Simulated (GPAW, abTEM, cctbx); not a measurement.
## Hf2Pt: the scripts behind a bonding study

Short scripts, each with its output. The cell comes from substitution in a known structure type and wasn't matched to any measured phase.

**1. Build the all-electron density and subtract free atoms**

```text
cell
1.0
     0.000000000    3.231295385    3.231295385
     3.231295385    0.000000000    3.231295385
     3.231295385    3.231295385    0.000000000
Pt Hf
1 2
Direct
0.000000000 0.000000000 0.000000000
0.750000000 0.750000000 0.750000000
0.250000000 0.250000000 0.250000000
```

```python
import numpy as np
from ase.io import read
from ase.units import Bohr
from gpaw import GPAW, PW, FermiDirac
from gpaw.calculator import GPAW as OldGPAW
from gpaw.mpi import serial_comm, world
from scipy.special import erfc
from scipy.spatial import cKDTree

atoms = read("cell.vasp")
atoms.calc = GPAW(mode=PW(450), xc="PBE", kpts={"size": (6, 6, 6), "gamma": True},
                 occupations=FermiDirac(0.1), maxiter=120, symmetry={"tolerance": 1e-5}, txt="scf.txt")
atoms.get_potential_energy()
rho = atoms.calc.get_all_electron_density(gridrefinement=2)
moments = atoms.get_magnetic_moments() if atoms.calc.get_number_of_spins() == 2 else np.zeros(len(atoms))
total = atoms.get_magnetic_moment() if moments.any() else 0.0
if world.rank == 0:
    free = OldGPAW(mode=PW(450), xc="PBE", txt=None, communicator=serial_comm)
    neutral = atoms.copy()
    neutral.set_initial_magnetic_moments(None)
    free.initialize(neutral)
    free.set_positions(neutral)
    drho = rho - free.get_all_electron_density(gridrefinement=2)
    # GPAW starts from confined atoms: exchange their smooth part for that of the datasets' free atoms
    h = np.stack(np.meshgrid(*[np.fft.fftfreq(n, 1 / n) for n in drho.shape], indexing="ij"), -1)
    gabs = np.linalg.norm(h @ atoms.cell.reciprocal(), axis=-1)
    tails = np.fft.fftn(free.get_pseudo_density(gridrefinement=2))
    g, form, v0 = np.linspace(0, gabs.max(), 1500), {}, 0
    for e in set(atoms.symbols):
        idx = atoms.symbols.search(e)
        d = free.setups[idx[0]].data
        r, w = d.rgd.r_g * Bohr, d.rgd.r_g**2 * d.rgd.dr_g
        j0 = np.sinc(2 * g[:, None] * r)
        smooth = sum(f * p**2 for f, p in zip(d.f_j, d.phit_jg)) + np.sqrt(4 * np.pi) * d.nct_g
        full = sum(f * p**2 for f, p in zip(d.f_j, d.phi_jg)) + np.sqrt(4 * np.pi) * d.nc_g
        phase = sum(np.exp(-2j * np.pi * h @ s) for s in atoms.get_scaled_positions()[idx])
        tails -= np.interp(gabs, g, j0 @ (smooth * w)) * phase * drho.size / atoms.get_volume()
        form[e] = j0 @ (full * w)
        v0 += 2 * np.pi / 3 * 14.3996 * (full * w * r**2).sum() * len(idx)  # V A^3
    tails *= 0.5 * erfc((gabs - 1.8) / 0.25)  # the tails differ at long wavelengths alone
    drho += np.fft.ifftn(tails).real  # crystal minus superposed spherical free atoms
    np.save("drho.npy", drho)
    dv = atoms.get_volume() / drho.size
    print("grid", drho.shape, " electrons %.3f" % (rho.sum() * dv), " moved by bonding %.3f e" % (abs(drho).sum() * dv / 2))
    pts = np.indices(drho.shape).reshape(3, -1).T / drho.shape @ atoms.cell
    shifts = (np.indices((3, 3, 3)).reshape(3, -1).T - 1) @ atoms.cell
    images = (atoms.positions[None] + shifts[:, None]).reshape(-1, 3)
    dist, idx = cKDTree(images).query(pts, k=4)
    out = drho.ravel()[dist[:, 0] > 0.5]
    print("deformation density beyond 0.5 A of the nuclei: max %.3f, min %.3f e/A^3" % (out.max(), out.min()))
    tie = dist < dist[:, :1] + 1e-4
    q = -np.bincount((idx % len(atoms))[tie], (drho.ravel()[:, None] / tie.sum(1, keepdims=True) * tie)[tie], len(atoms)) * dv
    print("atom        x       y       z   Voronoi charge  moment")
    for a, s, c, m in zip(atoms, atoms.get_scaled_positions(), q, moments):
        print("%-2s%-3d %7.4f %7.4f %7.4f %10.3f %10.2f" % (a.symbol, a.index + 1, *s, c, m))
    np.savez("free.npz", g=g, **form)
    print("mean inner potential of superposed free atoms %.3f V" % (v0 / atoms.get_volume()))
    print("total magnetic moment %.3f muB" % total)
```

```console
$ OMP_NUM_THREADS=1 mpirun -n 4 gpaw python run.py > gpaw.log
```

```text
grid (48, 48, 48)  electrons 222.000  moved by bonding 1.136 e
deformation density beyond 0.5 A of the nuclei: max 0.094, min -0.285 e/A^3
atom        x       y       z   Voronoi charge  moment
Pt1    0.0000  0.0000  0.0000     -0.319       0.00
Hf2    0.7500  0.7500  0.7500      0.160       0.00
Hf3    0.2500  0.2500  0.2500      0.160       0.00
mean inner potential of superposed free atoms 25.980 V
total magnetic moment 0.000 muB
```

Time: 11 s on 4 cores of Intel(R) Xeon(R) Platinum 8488C (Sapphire Rapids) (shared host), peak memory 0.91 GiB.

**2. Fourier-transform the difference**

```python
from cctbx import adptbx, crystal, miller, xray
from cctbx.eltbx import tiny_pse
import numpy as np

cs = crystal.symmetry(unit_cell=(6.4626, 6.4626, 6.4626, 90, 90, 90), space_group_symbol='Hall: -F 4 2 3')  # Fm-3m
atoms = [  # label, site, U (iso, or U11 U22 U33 U12 U13 U23 in A^2), occupancy
    ("Pt1", (0, 0, 0), 0.0000, 1),
    ("Hf1", (0.25, 0.25, 0.75), 0.0000, 1),
]
xs = xray.structure(crystal_symmetry=cs)
for label, site, u, occ in atoms:
    u = adptbx.u_cif_as_u_star(cs.unit_cell(), u) if isinstance(u, tuple) else u
    xs.add_scatterer(xray.scatterer(label, site=site, u=u, occupancy=occ))
xs.scattering_type_registry(table="wk1995")
drho = np.load("drho.npy")
T = np.array([[-1, 1, 1], [1, -1, 1], [1, 1, -1]])  # conventional axes in terms of the primitive ones
dF = np.fft.ifftn(drho) * 269.91062  # electrons a conventional cell, indexed by primitive hkl
ms = miller.build_set(cs, anomalous_flag=False, d_min=0.9).sort("resolution")
iam = ms.structure_factors_from_scatterers(xs, algorithm="direct").f_calc()
p1 = xs.expand_to_p1()
z = np.array([tiny_pse.table(sc.scattering_type).atomic_number() for sc in p1.scatterers()])
x = np.array(p1.sites_frac())
free = np.load("free.npz")
print("static structure factors of the conventional cell: F in electrons, V (Mott-Bethe) in volts")
print("   h  k  l      d  |F| table  |F| free   |F| DFT   change   |V| free  |V| DFT  change %")
for h, d, table in list(zip(ms.indices(), ms.d_spacings().data(), iam.data()))[:16]:
    df = dF[tuple(np.rint(np.linalg.solve(T, h)).astype(int))]
    phase = np.exp(2j * np.pi * x @ h)
    f = sum(np.interp(1 / d, free["g"], free[sc.scattering_type]) * p for sc, p in zip(p1.scatterers(), phase))
    fz = (z * phase).sum()
    c = 14.3996 * d * d / (np.pi * cs.unit_cell().volume())
    v0, v1 = abs(fz - f) * c, abs(fz - f - df) * c
    print("%4d%3d%3d %7.4f %9.3f %9.3f %9.3f %8.3f %9.3f %8.3f %8s" % (h + (d, abs(table), abs(f), abs(f + df), abs(f + df) - abs(f), v0, v1, "%.1f" % (100 * (v1 / v0 - 1)) if v0 > 0.02 else "-")))
```

```console
$ python run.py
```

```text
static structure factors of the conventional cell: F in electrons, V (Mott-Bethe) in volts
   h  k  l      d  |F| table  |F| free   |F| DFT   change   |V| free  |V| DFT  change %
   1  1  1  3.7312   286.431   286.181   286.400    0.220     6.104    6.052     -0.9
   0  2  0  3.2313   231.901   231.979   231.897   -0.083     5.678    5.692      0.3
   0  2  2  2.2849   735.710   734.735   732.947   -1.788    13.588   13.746      1.2
   1  3  1  1.9485   247.300   247.073   245.626   -1.448     4.186    4.280      2.2
   2  2  2  1.8656   206.103   205.274   206.202    0.928     3.471    3.416     -1.6
   0  4  0  1.6156   659.356   658.078   658.053   -0.025    10.192   10.193      0.0
   1  3  3  1.4826   223.973   223.700   223.762    0.062     3.296    3.294     -0.1
   0  4  2  1.4451   186.876   186.340   186.731    0.391     2.754    2.740     -0.5
   2  4  2  1.3192   604.690   603.879   604.283    0.404     8.396    8.384     -0.1
   3  3  3  1.2437   207.135   207.026   207.699    0.674     2.757    2.740     -0.6
   1  5  1  1.2437   207.135   207.026   207.056    0.030     2.757    2.757     -0.0
   0  4  4  1.1424   562.696   562.198   562.480    0.281     7.221    7.215     -0.1
   1  5  3  1.0924   194.097   194.126   194.518    0.392     2.389    2.381     -0.3
   2  4  4  1.0771   159.706   159.173   158.771   -0.402     2.065    2.073      0.4
   0  6  0  1.0771   159.706   159.173   159.106   -0.067     2.065    2.067      0.1
   0  6  2  1.0218   529.087   528.613   528.665    0.052     6.372    6.371     -0.0
```

Time: 0.26 s on 1 core of Intel(R) Xeon(R) Platinum 8488C (Sapphire Rapids) (shared host), peak memory 0.07 GiB.

**3. Propagate a plane wave with and without the bonding term**

```python
import abtem
import numpy as np
from ase.build import make_supercell
from ase.io import read

abtem.config.set({"dask.lazy": False, "fft": "fftw", "diagnostics.progress_bar": False})
M = [[1, 1, -1], [-2, 2, 0], [0, 0, 2]]  # rows: x, y and beam direction in the primitive cell's axes
unit = make_supercell(read("cell.vasp"), M)
unit.set_cell(list(unit.cell.lengths()) + [90, 90, 90], scale_atoms=True)
unit.positions[:, 2] += 0.5712  # keeps atomic planes off the slice boundaries
unit.wrap()
slab = unit * (1, 1, 44)
print(slab.get_chemical_formula(), "| box %.2f x %.2f x %.2f A" % tuple(slab.cell.lengths()))

# change of the potential by bonding, from the DFT deformation density (Poisson's equation term by term)
drho = np.load("drho.npy")
prim = read("cell.vasp")
h = np.stack(np.meshgrid(*[np.fft.fftfreq(n, 1 / n) for n in drho.shape], indexing="ij"), -1).reshape(-1, 3).astype(int)
g2 = ((h @ prim.cell.reciprocal()) ** 2).sum(1)
keep = (g2 > 0) & (g2 < 2.5**2)
shape = (185, 262, 56)
vg = np.zeros(shape, complex)
hm = h[keep] @ np.array(M).T
move = np.exp(-2j * np.pi * hm[:, 2] * (0.5712 / unit.cell[2, 2] - 0.5 / shape[2]))  # the same shift, sampled at mid-points
vg[tuple(hm.T % np.array(shape)[:, None])] = -14.3996 / np.pi * (np.fft.fftn(drho).ravel() / drho.size)[keep] / g2[keep] * move
dV = np.fft.ifftn(vg).real * vg.size
dV = dV.reshape(185, 262, 8, 7).mean(3) * unit.cell[2, 2] / 8  # V A, projected in each slice
dV = np.tile(dV.transpose(2, 0, 1), (44, 1, 1))


def build(atoms):
    p = abtem.Potential(atoms, gpts=(185, 262), slice_thickness=[slab.cell[2, 2] / 352] * 352,
                        parametrization="lobato", projection="infinite", exit_planes=32).build()
    p.array[:] += BONDING * dV
    return p


def potentials():
    yield build(slab)  # atoms at rest


for label, BONDING in (("IAM", 0.0), ("DFT", 1.0)):
    print("=====", label)
    potential = build(slab)
    print("grid", potential.gpts, "slices", potential.num_slices)
    thickness = potential.exit_thicknesses
    wave = abtem.PlaneWave(energy=200000)
    dp = np.mean([wave.multislice(p).diffraction_patterns(max_angle="valid").array for p in potentials()], axis=0)
    hkl = [(0, 0, 0), (1, -1, 1), (0, 0, 2), (2, -2, 0), (1, -1, 3), (2, -2, 2), (3, -3, 1)]
    nx, ny = dp.shape[-2:]
    print("intensity of each beam, fraction of the incident wave")
    print("  t (A)" + "".join("%9s" % " ".join(map(str, h)) for h in hkl) + "  diffuse    total")
    grid = np.zeros((nx, ny), bool)
    grid[nx // 2 % 1::1, ny // 2 % 1::1] = True
    for t, a in list(zip(thickness, dp))[1:]:
        idx = [np.rint(np.array(M) @ np.linalg.solve([[-1, 1, 1], [1, -1, 1], [1, 1, -1]], h)).astype(int) for h in hkl]
        print("%7.1f" % t + "".join("%9.5f" % a[nx // 2 + i[0] * 1, ny // 2 + i[1] * 1] for i in idx) + "%9.4f%9.4f" % (a[~grid].sum(), a.sum()))
```

```console
$ python run.py
```

```text
Hf704Pt352 | box 6.46 x 9.14 x 402.14 A
===== IAM
grid (185, 262) slices 352
intensity of each beam, fraction of the incident wave
  t (A)    0 0 0   1 -1 1    0 0 2   2 -2 0   1 -1 3   2 -2 2   3 -3 1  diffuse    total
   36.6  0.71325  0.00132  0.00337  0.01237  0.00166  0.00174  0.00066   0.0000   0.9876
   73.1  0.70046  0.01154  0.00759  0.01565  0.00055  0.00142  0.00054   0.0000   0.9821
  109.7  0.63573  0.01456  0.00545  0.00377  0.00033  0.00147  0.00030   0.0000   0.9757
  146.2  0.52017  0.01925  0.01065  0.00546  0.00064  0.00192  0.00153   0.0000   0.9736
  182.8  0.56733  0.02212  0.01068  0.00064  0.00287  0.00037  0.00103   0.0000   0.9699
  219.3  0.47549  0.01441  0.01247  0.00035  0.00438  0.00094  0.00156   0.0000   0.9628
  255.9  0.47084  0.01782  0.01927  0.00011  0.00534  0.00038  0.00154   0.0000   0.9554
  292.5  0.45590  0.01430  0.01521  0.00071  0.00834  0.00066  0.00058   0.0000   0.9452
  329.0  0.39513  0.00656  0.02043  0.00299  0.01051  0.00078  0.00180   0.0000   0.9394
  365.6  0.38462  0.00638  0.01775  0.00452  0.01005  0.00030  0.00209   0.0000   0.9338
  402.1  0.38095  0.00254  0.01468  0.00518  0.01295  0.00067  0.00123   0.0000   0.9293
===== DFT
grid (185, 262) slices 352
intensity of each beam, fraction of the incident wave
  t (A)    0 0 0   1 -1 1    0 0 2   2 -2 0   1 -1 3   2 -2 2   3 -3 1  diffuse    total
   36.6  0.71337  0.00125  0.00340  0.01212  0.00162  0.00181  0.00066   0.0000   0.9876
   73.1  0.69838  0.01096  0.00766  0.01617  0.00058  0.00151  0.00056   0.0000   0.9821
  109.7  0.63469  0.01375  0.00539  0.00357  0.00023  0.00167  0.00030   0.0000   0.9755
  146.2  0.51871  0.01801  0.01049  0.00471  0.00046  0.00216  0.00149   0.0000   0.9733
  182.8  0.56643  0.02075  0.01053  0.00108  0.00229  0.00041  0.00095   0.0000   0.9695
  219.3  0.47741  0.01330  0.01205  0.00040  0.00346  0.00098  0.00140   0.0000   0.9622
  255.9  0.47275  0.01656  0.01857  0.00009  0.00419  0.00040  0.00141   0.0000   0.9548
  292.5  0.46210  0.01373  0.01445  0.00108  0.00672  0.00068  0.00054   0.0000   0.9445
  329.0  0.40412  0.00605  0.01936  0.00320  0.00848  0.00080  0.00178   0.0000   0.9385
  365.6  0.39561  0.00566  0.01691  0.00477  0.00777  0.00031  0.00205   0.0000   0.9328
  402.1  0.39532  0.00193  0.01397  0.00547  0.01019  0.00068  0.00117   0.0000   0.9282
```

Time: 16 s.

[Outputs are excerpts: Python notices, other lines and further rows are left out; steps that failed or that the build refused (PBEsol, TPSS) are not shown.]

[Logs are printed without paths, hosts, clocks, repeated set-up lines and the standing remarks that a program may print on its own settings, such as how far it seeks lower states.]
